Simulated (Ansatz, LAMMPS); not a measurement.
# Relaxing a frame of liquid hydrogen fluoride from 273 K (98 atoms), part 2 of 3

Wanted: the relaxed structure of a frame of liquid hydrogen fluoride from 273 K (98 atoms) and its electronic structure.

Ansatz 0.2.0; Kohn-Sham DFT, PBE, PAW (set soft_2), plane waves.

The cell: 49 F and 49 H. The starting topology of bonds comes from the classical model. Only the Γ point is sampled, in a cell whose shortest periodic width is 12 Å.

So far. Step 3 (Single point at the start): The r.m.s. force component of 0.69 eV/Å and the pressure of 3.3 GPa set the starting point.

## Step 4: Relaxation

The atoms are relaxed in the fixed cell, aiming at the force tolerance of the input.

Contents of input.yaml:

```yaml
crystal:
  lattice:
    - [11.75571, 0.0, 0.0]
    - [0.0, 11.75571, 0.0]
    - [0.0, 0.0, 11.75571]
  atoms:
    [... the 98 atom lines of step 3 ...]
kpoints:
  mp_grid: { grid: [1, 1, 1] }
hamiltonian:
  xc: pbe
scf:
  occupations: { method: fermi_dirac, width: 0.025 }
output:
  forces: true
relax:
  f_tol: 0.05
  max_steps: 200
```

The run is started by

```
> ansatz run input.yaml --threads 4 --pin off --max-ram 8192MiB --backend cpu --events-out ev --progress --plain --runs-dir out
```

Numbers of over 12 decimals in the logs are rounded to 6 here.

The log of the run:

```text
[...]
Crystal: 98 atoms, lattice volume = 1624.601 Å³
Basis set: ecut = 420 eV, 31559 PW (Γ), exchange–correlation on 160×160×160 points (8 copies of the dense FFT grid, shifted against one another)
Bands: 294, of which v1, the nominal top of the filled ones, is band 196 counted from 1 (195 counted from 0)
Symmetry: 1 space group operations
[...]
k-points: 1
[...]
SCF iter   1: F=—  HF=-40397.064505 eV  |F-HF|=—  |Δ(HF+E_count)|=         —  Δρ=4.01e-3  dr2=2.24e-1  ethr=1.77e-3  ⟨swp⟩=6.0  Hψ=1224  notcnv=0  defer=45
[...]
SCF iter   6: F=-40396.985394 eV  HF=-40396.985386 eV  |F-HF|=8.13e-6  |Δ(HF+E_count)|=   1.49e-5  Δρ=3.45e-5  dr2=1.27e-5  ethr=1.59e-8  ⟨swp⟩=3.0  Hψ=1020  notcnv=0
SCF 1 converged in 6 iterations: F = -40396.985394 eV  dr2 = 1.27e-5
[...]
relax step   1: F+E_penalty+E_count = -40396.98539412 eV  Δ(F+E_penalty+E_count) = +0.000e0 eV  max|allowed force component| = 2.364e0 eV/Å  Δτ_max = 0.0000 Å  (6 SCF iters, dr2 threshold 6.25e-5 eV, accepted)
[...]
relax step   2: F+E_penalty+E_count = -40400.01482924 eV  Δ(F+E_penalty+E_count) = -3.029e0 eV  max|allowed force component| = 1.040e0 eV/Å  Δτ_max = 0.1947 Å  (6 SCF iters, dr2 threshold 1.00e-4 eV, accepted)
[...]
relax step   3: F+E_penalty+E_count = -40402.28290434 eV  Δ(F+E_penalty+E_count) = -2.268e0 eV  max|allowed force component| = 1.249e0 eV/Å  Δτ_max = 0.1947 Å  (6 SCF iters, dr2 threshold 6.76e-5 eV, accepted)
relax step   4: F+E_penalty+E_count = -40403.16337503 eV  Δ(F+E_penalty+E_count) = -8.805e-1 eV  max|allowed force component| = 8.600e-1 eV/Å  Δτ_max = 0.1909 Å  (6 SCF iters, dr2 threshold 1.00e-4 eV, accepted)
relax step   5: F+E_penalty+E_count = -40403.82432835 eV  Δ(F+E_penalty+E_count) = -6.610e-1 eV  max|allowed force component| = 7.943e-1 eV/Å  Δτ_max = 0.1900 Å  (6 SCF iters, dr2 threshold 1.00e-4 eV, accepted)
relax step   6: F+E_penalty+E_count = -40404.30486182 eV  Δ(F+E_penalty+E_count) = -4.805e-1 eV  max|allowed force component| = 5.551e-1 eV/Å  Δτ_max = 0.2000 Å  (6 SCF iters, dr2 threshold 1.00e-4 eV, accepted)
relax step   7: F+E_penalty+E_count = -40404.68965365 eV  Δ(F+E_penalty+E_count) = -3.848e-1 eV  max|allowed force component| = 4.610e-1 eV/Å  Δτ_max = 0.1947 Å  (6 SCF iters, dr2 threshold 1.00e-4 eV, accepted)
relax step   8: F+E_penalty+E_count = -40404.96511874 eV  Δ(F+E_penalty+E_count) = -2.755e-1 eV  max|allowed force component| = 3.836e-1 eV/Å  Δτ_max = 0.1953 Å  (6 SCF iters, dr2 threshold 1.00e-4 eV, accepted)
relax step   9: F+E_penalty+E_count = -40405.09723574 eV  Δ(F+E_penalty+E_count) = -1.321e-1 eV  max|allowed force component| = 8.697e-1 eV/Å  Δτ_max = 0.1925 Å  (6 SCF iters, dr2 threshold 1.00e-4 eV, accepted)
relax step  10: F+E_penalty+E_count = -40405.26131315 eV  Δ(F+E_penalty+E_count) = -1.641e-1 eV  max|allowed force component| = 4.969e-1 eV/Å  Δτ_max = 0.2000 Å  (6 SCF iters, dr2 threshold 1.00e-4 eV, accepted)
relax step  11: F+E_penalty+E_count = -40405.39307720 eV  Δ(F+E_penalty+E_count) = -1.318e-1 eV  max|allowed force component| = 4.909e-1 eV/Å  Δτ_max = 0.1978 Å  (6 SCF iters, dr2 threshold 8.06e-5 eV, accepted)
relax step  12: F+E_penalty+E_count = -40405.51278784 eV  Δ(F+E_penalty+E_count) = -1.197e-1 eV  max|allowed force component| = 3.798e-1 eV/Å  Δτ_max = 0.1946 Å  (6 SCF iters, dr2 threshold 7.87e-5 eV, accepted)
relax step  13: F+E_penalty+E_count = -40405.59916518 eV  Δ(F+E_penalty+E_count) = -8.638e-2 eV  max|allowed force component| = 6.599e-1 eV/Å  Δτ_max = 0.1944 Å  (5 SCF iters, dr2 threshold 8.63e-5 eV, accepted)
relax step  14: F+E_penalty+E_count = -40405.68418634 eV  Δ(F+E_penalty+E_count) = -8.502e-2 eV  max|allowed force component| = 1.982e-1 eV/Å  Δτ_max = 0.1954 Å  (6 SCF iters, dr2 threshold 1.00e-4 eV, accepted)
relax step  15: F+E_penalty+E_count = -40405.74499430 eV  Δ(F+E_penalty+E_count) = -6.081e-2 eV  max|allowed force component| = 3.739e-1 eV/Å  Δτ_max = 0.1947 Å  (6 SCF iters, dr2 threshold 3.54e-6 eV, accepted)
relax step  16: F+E_penalty+E_count = -40405.81503680 eV  Δ(F+E_penalty+E_count) = -7.004e-2 eV  max|allowed force component| = 2.136e-1 eV/Å  Δτ_max = 0.1950 Å  (6 SCF iters, dr2 threshold 1.26e-5 eV, accepted)
relax step  17: F+E_penalty+E_count = -40405.85010798 eV  Δ(F+E_penalty+E_count) = -3.507e-2 eV  max|allowed force component| = 4.695e-1 eV/Å  Δτ_max = 0.1949 Å  (5 SCF iters, dr2 threshold 1.49e-5 eV, accepted)
relax step  18: F+E_penalty+E_count = -40405.89870541 eV  Δ(F+E_penalty+E_count) = -4.860e-2 eV  max|allowed force component| = 2.456e-1 eV/Å  Δτ_max = 0.1906 Å  (5 SCF iters, dr2 threshold 7.19e-5 eV, accepted)
relax step  19: F+E_penalty+E_count = -40405.93922521 eV  Δ(F+E_penalty+E_count) = -4.052e-2 eV  max|allowed force component| = 2.592e-1 eV/Å  Δτ_max = 0.1952 Å  (6 SCF iters, dr2 threshold 1.65e-5 eV, accepted)
relax step  20: F+E_penalty+E_count = -40405.97696284 eV  Δ(F+E_penalty+E_count) = -3.774e-2 eV  max|allowed force component| = 2.291e-1 eV/Å  Δτ_max = 0.1950 Å  (6 SCF iters, dr2 threshold 1.84e-5 eV, accepted)
[...]
relax step  30: F+E_penalty+E_count = -40406.16298073 eV  Δ(F+E_penalty+E_count) = -1.334e-6 eV  max|allowed force component| = 1.462e-2 eV/Å  Δτ_max = 0.0000 Å  (4 SCF iters, accepted)
relax step  31: F+E_penalty+E_count = -40406.16819525 eV  Δ(F+E_penalty+E_count) = -5.215e-3 eV  max|allowed force component| = 2.401e-1 eV/Å  Δτ_max = 0.1209 Å  (8 SCF iters, accepted)
[...]
relax step  34: F+E_penalty+E_count = -40406.19105443 eV  Δ(F+E_penalty+E_count) = -7.182e-3 eV  max|allowed force component| = 1.238e-1 eV/Å  Δτ_max = 0.1965 Å  (8 SCF iters, accepted)
[...]
relax step  39: F+E_penalty+E_count = -40406.21954764 eV  Δ(F+E_penalty+E_count) = -4.049e-3 eV  max|allowed force component| = 1.324e-1 eV/Å  Δτ_max = 0.0641 Å  (5 SCF iters, dr2 threshold 4.04e-5 eV, accepted)
relax step  40: F+E_penalty+E_count = -40406.22590466 eV  Δ(F+E_penalty+E_count) = -6.357e-3 eV  max|allowed force component| = 1.791e-1 eV/Å  Δτ_max = 0.1810 Å  (7 SCF iters, dr2 threshold 7.61e-6 eV, accepted)
relax step  41: F+E_penalty+E_count = -40406.22956155 eV  Δ(F+E_penalty+E_count) = -3.657e-3 eV  max|allowed force component| = 1.503e-1 eV/Å  Δτ_max = 0.0871 Å  (5 SCF iters, dr2 threshold 1.39e-5 eV, accepted)
relax step  42: F+E_penalty+E_count = -40406.23360709 eV  Δ(F+E_penalty+E_count) = -4.046e-3 eV  max|allowed force component| = 6.241e-2 eV/Å  Δτ_max = 0.0799 Å  (5 SCF iters, dr2 threshold 1.59e-5 eV, accepted)
relax step  43: F+E_penalty+E_count = -40406.23856365 eV  Δ(F+E_penalty+E_count) = -4.957e-3 eV  max|allowed force component| = 8.351e-2 eV/Å  Δτ_max = 0.1304 Å  (8 SCF iters, accepted)
relax step  44: F+E_penalty+E_count = -40406.23738741 eV  Δ(F+E_penalty+E_count) = +1.176e-3 eV  max|allowed force component| = 2.216e-1 eV/Å  Δτ_max = 0.1976 Å  (8 SCF iters, rejected (line search))
relax step  45: F+E_penalty+E_count = -40406.24270881 eV  Δ(F+E_penalty+E_count) = -4.145e-3 eV  max|allowed force component| = 4.156e-2 eV/Å  Δτ_max = 0.0946 Å  (8 SCF iters, accepted)
relax step  46: F+E_penalty+E_count = -40406.24581481 eV  Δ(F+E_penalty+E_count) = -3.106e-3 eV  max|allowed force component| = 6.308e-2 eV/Å  Δτ_max = 0.0951 Å  (8 SCF iters, accepted)
relax step  47: F+E_penalty+E_count = -40406.24766166 eV  Δ(F+E_penalty+E_count) = -1.847e-3 eV  max|allowed force component| = 1.293e-1 eV/Å  Δτ_max = 0.1464 Å  (8 SCF iters, accepted)
relax step  48: F+E_penalty+E_count = -40406.24958402 eV  Δ(F+E_penalty+E_count) = -1.922e-3 eV  max|allowed force component| = 7.770e-2 eV/Å  Δτ_max = 0.0204 Å  (4 SCF iters, dr2 threshold 1.67e-5 eV, accepted)
relax step  49: F+E_penalty+E_count = -40406.25389968 eV  Δ(F+E_penalty+E_count) = -4.316e-3 eV  max|allowed force component| = 2.096e-2 eV/Å  Δτ_max = 0.0869 Å  (8 SCF iters, accepted)
relax step  50: F+E_penalty+E_count = -40406.25819621 eV  Δ(F+E_penalty+E_count) = -4.297e-3 eV  max|allowed force component| = 1.097e-1 eV/Å  Δτ_max = 0.1886 Å  (8 SCF iters, accepted)
relax step  51: F+E_penalty+E_count = -40406.26033168 eV  Δ(F+E_penalty+E_count) = -2.135e-3 eV  max|allowed force component| = 7.929e-2 eV/Å  Δτ_max = 0.0482 Å  (7 SCF iters, accepted)
relax step  52: F+E_penalty+E_count = -40406.26633732 eV  Δ(F+E_penalty+E_count) = -6.006e-3 eV  max|allowed force component| = 5.754e-2 eV/Å  Δτ_max = 0.1462 Å  (7 SCF iters, dr2 threshold 3.29e-6 eV, accepted)
relax step  53: F+E_penalty+E_count = -40406.26868301 eV  Δ(F+E_penalty+E_count) = -2.346e-3 eV  max|allowed force component| = 1.515e-1 eV/Å  Δτ_max = 0.1393 Å  (8 SCF iters, accepted)
relax step  54: F+E_penalty+E_count = -40406.27130038 eV  Δ(F+E_penalty+E_count) = -2.617e-3 eV  max|allowed force component| = 7.584e-2 eV/Å  Δτ_max = 0.0202 Å  (4 SCF iters, dr2 threshold 1.21e-5 eV, accepted)
relax step  55: F+E_penalty+E_count = -40406.27139621 eV  Δ(F+E_penalty+E_count) = -9.583e-5 eV  max|allowed force component| = 1.039e-1 eV/Å  Δτ_max = 0.0090 Å  (5 SCF iters, accepted)
relax step  56: F+E_penalty+E_count = -40406.27434708 eV  Δ(F+E_penalty+E_count) = -2.951e-3 eV  max|allowed force component| = 5.666e-3 eV/Å  Δτ_max = 0.0405 Å  (5 SCF iters, dr2 threshold 2.71e-6 eV, accepted)
[...]
relax step  57: F+E_penalty+E_count = -40406.27434730 eV  Δ(F+E_penalty+E_count) = -2.159e-7 eV  max|allowed force component| = 5.618e-3 eV/Å  Δτ_max = 0.0000 Å  (3 SCF iters, accepted)
SCF converged after 3 iterations
Free energy (F): -40406.274347 eV
[...]
Internal energy: -40406.274347 eV  (E = F + TS)
E sigma→0 (E₀):  -40406.274347 eV
Fermi energy:    -2.694609 eV
[...]
--- Forces (eV/Å), atoms counted from 1 ---
  atom   1  F     -0.00135964     0.00042924     0.00106468
  atom   2  H     -0.00019925     0.00033102     0.00062685
  atom   3  F     -0.00070997    -0.00078703     0.00110743
  atom   4  H      0.00011841     0.00011080     0.00028775
  atom   5  F     -0.00003718     0.00009994    -0.00079108
  atom   6  H      0.00015998     0.00013871    -0.00047646
  atom   7  F      0.00054561    -0.00007243    -0.00000407
  atom   8  H     -0.00050408     0.00007385     0.00007283
  atom   9  F      0.00060976     0.00059301    -0.00130037
  atom  10  H      0.00217968    -0.00301376     0.00060467
  atom  11  F     -0.00028980    -0.00034411    -0.00003770
  atom  12  H      0.00075939    -0.00010627    -0.00001998
  atom  13  F      0.00062037     0.00017496     0.00080686
  atom  14  H     -0.00084874    -0.00124354     0.00031433
[...]
atom  97  F      0.00110193     0.00065809     0.00108114
  atom  98  H     -0.00029367    -0.00036713    -0.00122128
  max |Σ_I F_I| component: 5.23e-5 eV/Å
--- Relaxed structure (57 steps of the walk, 56 accepted, 0 SCFs on fresh bases) ---
  F+E_penalty+E_count = -40406.27434730 eV   max|allowed force component| = 5.618e-3 eV/Å
  atoms:
    - { symbol: F, position: [0.911917, 0.681869, 0.311864] }
    - { symbol: H, position: [0.894077, 0.702921, 0.391129] }
    - { symbol: F, position: [0.224324, 0.061383, 0.709808] }
    - { symbol: H, position: [0.173372, 0.057787, 0.642640] }
[...]
- { symbol: H, position: [0.911959, 0.110030, 0.889519] }
```

Wall time 3.3 min (4 threads of Intel Xeon 6975P-C (Granite Rapids), shared host); peak memory 1.7 GiB; 12 min of CPU time.

Relaxation path (22 of 57):

| step | energy less that of the first step (eV) | largest force component (eV/Å) |
| --- | --- | --- |
| 1 | 0.0000 | 2.3644 |
| 4 | -6.1780 | 0.8600 |
| 6 | -7.3195 | 0.5551 |
| 9 | -8.1118 | 0.8697 |
| 12 | -8.5274 | 0.3798 |
| 14 | -8.6988 | 0.1982 |
| 17 | -8.8647 | 0.4695 |
| 20 | -8.9916 | 0.2291 |
| 22 | -9.0542 | 0.2225 |
| 25 | -9.1307 | 0.2317 |
| 28 | -9.1616 | 0.2707 |
| 30 | -9.1776 | 0.0146 |
| 33 | -9.1985 | 0.0889 |
| 36 | -9.2179 | 0.1044 |
| 38 | -9.2301 | 0.2009 |
| 41 | -9.2442 | 0.1503 |
| 44 | -9.2520 | 0.2216 |
| 46 | -9.2604 | 0.0631 |
| 49 | -9.2685 | 0.0210 |
| 52 | -9.2809 | 0.0575 |
| 54 | -9.2859 | 0.0758 |
| 57 | -9.2890 | 0.0056 |

Relaxation step 44 was tried and not accepted.

The atoms that moved most (Å):

| atom | dx | dy | dz | length |
| --- | --- | --- | --- | --- |
| F93 | 1.097 | -2.132 | -0.115 | 2.400 |
| F67 | 1.560 | -1.539 | -0.425 | 2.232 |
| F65 | 1.719 | 0.093 | 1.312 | 2.164 |
| H18 | 1.047 | -1.864 | -0.063 | 2.139 |
| F79 | -2.062 | 0.119 | -0.494 | 2.124 |
| F43 | 1.237 | 0.992 | -1.337 | 2.074 |
| F33 | 0.239 | 1.690 | 1.150 | 2.058 |
| H44 | 1.192 | 0.875 | -1.410 | 2.043 |

The relaxation changed the energy by -94.8 meV/atom, and atoms moved by 1.4 Å r.m.s., 2.4 Å at most.

## Step 5: Structure statistics after relaxation

Density 1.00 g/cm³, 16.58 Å³ an atom.

Pair distribution functions g(r), in bins of 0.1 Å:

| r (Å) | total | F-F | F-H | H-H |
| --- | --- | --- | --- | --- |
| 0.85 | 0.00 | 0.00 | 0.00 | 0.00 |
| 0.95 | 13.90 | 0.00 | 27.70 | 0.00 |
| 1.05 | 0.00 | 0.00 | 0.00 | 0.00 |
| 1.15 | 0.00 | 0.00 | 0.00 | 0.00 |
| 1.25 | 0.00 | 0.00 | 0.00 | 0.00 |
| 1.35 | 0.00 | 0.00 | 0.00 | 0.00 |
| 1.45 | 6.45 | 0.00 | 12.90 | 0.00 |
| 1.55 | 0.00 | 0.00 | 0.00 | 0.00 |
| 1.65 | 0.00 | 0.00 | 0.00 | 0.00 |
| 1.75 | 0.00 | 0.00 | 0.00 | 0.00 |
| 1.85 | 0.00 | 0.00 | 0.00 | 0.00 |
| 1.95 | 0.07 | 0.00 | 0.00 | 0.28 |
| 2.05 | 2.09 | 0.00 | 0.00 | 8.37 |
| 2.15 | 0.89 | 0.00 | 0.00 | 3.56 |
| 2.25 | 0.00 | 0.00 | 0.00 | 0.00 |
| 2.35 | 0.00 | 0.00 | 0.00 | 0.00 |
| 2.45 | 2.24 | 8.97 | 0.00 | 0.00 |
| 2.55 | 0.00 | 0.00 | 0.00 | 0.00 |
| 2.65 | 0.00 | 0.00 | 0.00 | 0.00 |
| 2.75 | 0.04 | 0.00 | 0.07 | 0.00 |
| 2.85 | 0.20 | 0.00 | 0.40 | 0.00 |
| 2.95 | 0.98 | 0.00 | 1.90 | 0.12 |
| 3.05 | 1.60 | 0.93 | 2.62 | 0.23 |
| 3.15 | 0.93 | 1.64 | 0.87 | 0.33 |
| 3.25 | 1.50 | 1.83 | 1.73 | 0.71 |
| 3.35 | 1.85 | 2.02 | 2.06 | 1.25 |
| 3.45 | 1.00 | 1.00 | 0.95 | 1.08 |
| 3.55 | 0.71 | 0.86 | 0.51 | 0.95 |
| 3.65 | 0.89 | 0.73 | 0.85 | 1.14 |
| 3.75 | 1.00 | 0.61 | 0.81 | 1.76 |
| 3.85 | 1.16 | 1.09 | 1.12 | 1.30 |
| 3.95 | 1.22 | 0.83 | 1.10 | 1.87 |
| 4.05 | 1.36 | 1.44 | 0.99 | 2.03 |
| 4.15 | 1.47 | 1.50 | 1.25 | 1.88 |
| 4.25 | 0.98 | 1.37 | 0.98 | 0.60 |
| 4.35 | 1.01 | 1.31 | 0.91 | 0.91 |
| 4.45 | 0.72 | 0.43 | 0.87 | 0.70 |
| 4.55 | 0.86 | 0.73 | 0.86 | 0.99 |
| 4.65 | 0.86 | 0.70 | 0.82 | 1.10 |
| 4.75 | 0.91 | 0.96 | 0.95 | 0.76 |
| 4.85 | 0.86 | 0.50 | 0.94 | 1.06 |
| 4.95 | 1.10 | 0.88 | 1.34 | 0.83 |
| 5.05 | 1.06 | 1.10 | 1.25 | 0.63 |
| 5.15 | 0.75 | 0.89 | 0.87 | 0.36 |

(Continued in part 3 of 3.)

[Logs are printed without paths, hosts, clocks, repeated set-up lines and the standing remarks that a program may print on its own settings, such as how far it seeks lower states.]

[Hosts, paths, dates, database ids (printed as entryN), source tags and the programs' standing remarks are cut or masked in the printed files.]
